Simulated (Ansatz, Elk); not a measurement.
**How far do independent atoms describe CdNi2P2?**

Structure refinements treat a crystal as free atoms side by side. For a made-up structure of CdNi2P2 (cell and positions from a PBE relaxation) the runs below show what the calculated density changes in F(hkl).

Main program and level: Elk 11.2.3 (patched build); DFT, PBE, all-electron APW+lo, Dirac cores, scalar-relativistic bands, static density, no spin.

This account leaves out most program logs.

The structure was built from a prototype and need not be the compound's stable phase.

## (1) Set-up

It takes space group P-3m1 (No. 164, trigonal). The conventional cell has a = 3.845 Å, b = 3.845 Å, c = 6.115 Å, α = 90.00°, β = 90.00°, γ = 120.00°. Nearest to Cd lie 6 P at 2.83 Å and 6 Ni at 3.10 Å. Nearest to Ni lie 4 P at 2.20 to 2.26 Å and 3 Ni at 2.86 Å and 3 Cd at 3.10 Å. Nearest to P lie 4 Ni at 2.20 to 2.26 Å and 3 Cd at 2.83 Å. Farther neighbours are not listed.

## (2) Ground state and structure factors

An all-electron density is needed, since X-rays see the cores too. Task 0 finds the density and task 195 Fourier-transforms it; tshift is off so that phases refer to the origin typed.

Input file elk.in:

```
tasks
  0
  195

xctype
  20

spinpol
  .false.

rgkmax
  7.0

gmaxvr
  14.0

lmaxo
  7

lmaxapw
  8

swidth
  0.002

tshift
  .false.

ramdisk
  .false.

hmaxvr
  5.5

maxscl
  120

epspot
  1e-06

sppath
  './'

avec
  7.26605181533 -0.00000000000 0.00000000000
  -3.63302590766 6.29258545729 -0.00000000000
  0.00000000000 0.00000000000 11.55641304022

atoms
  3
  'Cd.in'
  1
  0.0000000000 -0.0000000000 -0.0000000000   0.000000 0.000000 0.000000
  'Ni.in'
  2
  0.3333333333 0.6666666667 0.6472803249   0.000000 0.000000 0.000000
  0.6666666667 0.3333333333 0.3527196751   0.000000 0.000000 0.000000
  'P.in'
  2
  0.3333333333 0.6666666667 0.2877019201   0.000000 0.000000 0.000000
  0.6666666667 0.3333333333 0.7122980799   0.000000 0.000000 0.000000

ngridk
  7 7 4
```

On the command line:

```console
OMP_NUM_THREADS=4 elk
```

It took 23 s on 4 threads of AMD EPYC 9B14 (Zen 4), shared host; peak memory 0.19 GiB; 65 s of CPU time.

SFACRHO.OUT:

```text

h k l indices transformed by vhmat matrix:
   1.000000000       0.000000000       0.000000000    
   0.000000000       1.000000000       0.000000000    
   0.000000000       0.000000000       1.000000000    

      h      k      l  multipl.   |H|            Re(F)            Im(F)           |F|

      0      0      0      1   0.0000000       134.00000      0.84004253E-16   134.00000    
      0      0      1      2  0.54369684       7.1656844      -0.0000000       7.1656844    
      1     -1      0      6  0.99850615       5.8853590      -0.0000000       5.8853590    
      0      0      2      2   1.0873937       7.6790801     -0.82494204E-14   7.6790801    
      0      1     -1      6   1.1369348       70.769739     -0.54996136E-14   70.769739    
     -1      1     -1      6   1.1369348       43.695249     -0.87077215E-14   43.695249    
      0     -1     -2      6   1.4762925       79.962148      0.18332045E-13   79.962148    
      0     -1      2      6   1.4762925       24.473667      0.91660226E-14   24.473667    
      0      0     -3      2   1.6310905       86.678777     -0.10999227E-13   86.678777    
      2     -1      0      6   1.7294634       93.464967     -0.36030138E-16   93.464967    
      1     -2      1     12   1.8129120       6.9530598     -0.18332045E-14   6.9530598    
     -1      0     -3      6   1.9124515       33.621679     -0.45830113E-14   33.621679    
      1     -1      3      6   1.9124515      -12.801248     -0.15353088E-13   12.801248    
     -2      2      0      6   1.9970123       6.3242093      -0.0000000       6.3242093    
     -2      1     -2     12   2.0429069       7.7648581      -0.0000000       7.7648581    
     -2      0     -1      6   2.0697015       34.515075     -0.36664090E-14   34.515075    
     -2      0      1      6   2.0697015       56.552833      0.91660226E-14   56.552833    
      0      0      4      2   2.1747874       11.552066      0.82494204E-14   11.552066
```

Elk indexes on the primitive cell of elk.in and gives |H| = 4π sin θ/λ in inverse bohr. Below, one row stands for each form hkl of the conventional cell (m members, Friedel mates merged), F is for one primitive cell and the density is static (no thermal factor). Free-atom factors are Waasmaier and Kirfel's, and R is Σm||F|−|F'||/Σm|F|.

```csv
hkl,m,sin θ/λ (Å⁻¹),"abs F, DFT",neutral atoms,diff.
001,2,0.082,7.166,7.510,-0.345
100,6,0.150,5.885,6.331,-0.445
002,2,0.164,7.679,8.129,-0.450
101,6,0.171,70.770,70.710,+0.059
011,6,0.171,43.695,43.717,-0.022
012,6,0.222,79.962,80.093,-0.131
102,6,0.222,24.474,24.512,-0.038
003,2,0.245,86.679,86.969,-0.290
110,6,0.260,93.465,93.875,-0.410
111,12,0.273,6.953,6.912,+0.041
103,6,0.288,33.622,33.679,-0.057
013,6,0.288,12.801,12.990,-0.189
200,6,0.300,6.324,5.950,+0.374
112,12,0.307,7.765,7.527,+0.238
201,6,0.311,34.515,34.555,-0.040
021,6,0.311,56.553,56.786,-0.233
004,2,0.327,11.552,11.335,+0.217
202,6,0.342,65.303,65.568,-0.264
```

## (3) The highest occupied states alone

An energy window below the Fermi level keeps the highest occupied states, to see at which angles they scatter; shallow core shells can lie inside it and anion s states outside. No new self-consistency is needed.

Changes to elk.in since step 2:

```diff
@@ -1,3 +1,2 @@
 tasks
-  0
   195
@@ -40,2 +39,5 @@
 
+wsfac
+  -0.169080 0.571910
+
 sppath
```

On the command line:

```console
OMP_NUM_THREADS=4 elk
```

Elapsed: 6.2 s, on 4 threads; peak memory 0.16 GiB; 8.6 s of CPU time.

States within 12 eV below the Fermi level hold 41.29 electrons; any levels below the window count with the cores, and a count that is not whole means the window cuts a band. Their amplitudes can exceed the total, where window and core parts have opposite phase:

```csv
hkl,sin θ/λ (Å⁻¹),"abs F, window","abs F, all"
001,0.082,2.182,7.166
100,0.150,1.660,5.885
002,0.164,0.090,7.679
101,0.171,17.462,70.770
011,0.171,4.542,43.695
012,0.222,15.388,79.962
102,0.222,1.331,24.474
003,0.245,13.713,86.679
110,0.260,13.332,93.465
111,0.273,1.766,6.953
```

## (4) Another functional

The difference from free atoms is small, so it is set against the change that PBEsol makes.

Changes to elk.in since step 3:

```diff
@@ -1,2 +1,3 @@
 tasks
+  0
   195
@@ -4,3 +5,3 @@
 xctype
-  20
+  22
 
@@ -39,5 +40,2 @@
 
-wsfac
-  -0.169080 0.571910
-
 sppath
```

On the command line:

```console
OMP_NUM_THREADS=4 elk
```

It took 23 s on 4 threads; peak memory 0.19 GiB.

Against the first run R = 0.03 %; the largest change is -0.032 at 012.

## (5) Basis size

The basis and the expansions that go with it are enlarged, to see whether the differences are converged.

Changes to elk.in since step 4:

```diff
@@ -5,3 +5,3 @@
 xctype
-  22
+  20
 
@@ -11,12 +11,12 @@
 rgkmax
-  7.0
+  8.5
 
 gmaxvr
-  14.0
+  18.0
 
 lmaxo
-  7
+  9
 
 lmaxapw
-  8
+  10
```

On the command line:

```console
OMP_NUM_THREADS=4 elk
```

Wall time 48 s (4 threads); peak memory 0.35 GiB.

Against the first run R = 0.01 %; the largest change is -0.013 at 303.

## (6) Settings against the effect

```csv
run,R against the first run (%),"R against neutral atoms, low angle (%)",wall time
"PBE, rgkmax 7",0.00,0.44,23 s
PBEsol,0.03,0.46,23 s
rgkmax 8.5 with larger expansions,0.01,0.43,48 s
```

## (7) Results

* R against neutral atoms, sin θ/λ < 0.3 Å⁻¹: 0.44 %
* R against neutral atoms, 0.3 to 0.79 Å⁻¹: 0.22 %

Independent neutral atoms miss the calculated amplitudes by R = 0.44 % below 0.3 Å⁻¹ and 0.22 % from there to 0.79 Å⁻¹; by shells, 4.81 % below 0.15 Å⁻¹ (1 form), 0.41 % 0.15 to 0.3 (11 forms), 0.31 % 0.3 to 0.45 (23 forms), 0.20 % above 0.45 (114 forms). Bonding, aspherical density and the tables' own atoms all enter these figures, and the runs don't part them. The largest change of an amplitude is -0.45 electrons, at 002. The window's part falls from 41.3 electrons at the origin to at most 4.52 between 0.45 and 0.79 Å⁻¹, where compact states inside the window still scatter. Below 0.3 Å⁻¹ the changes that finished (PBEsol and rgkmax 8.5 with larger expansions) move F by R = 0.04 % at most, against the 0.44 % that separates it from free atoms. The k-mesh has no finished test. These runs have no spin, though d or f shells may be open. Part of the difference isn't bonding: the tables are fits to free atoms and ions calculated by other methods than this functional. Thermal motion, anomalous dispersion and extinction are left out.

[Logs are printed without paths, hosts, clocks, repeated set-up lines and the standing remarks that a program may print on its own settings, such as how far it seeks lower states.]

[Hosts, paths, dates, database ids (printed as entryN), source tags and the programs' standing remarks are cut or masked in the printed files.]
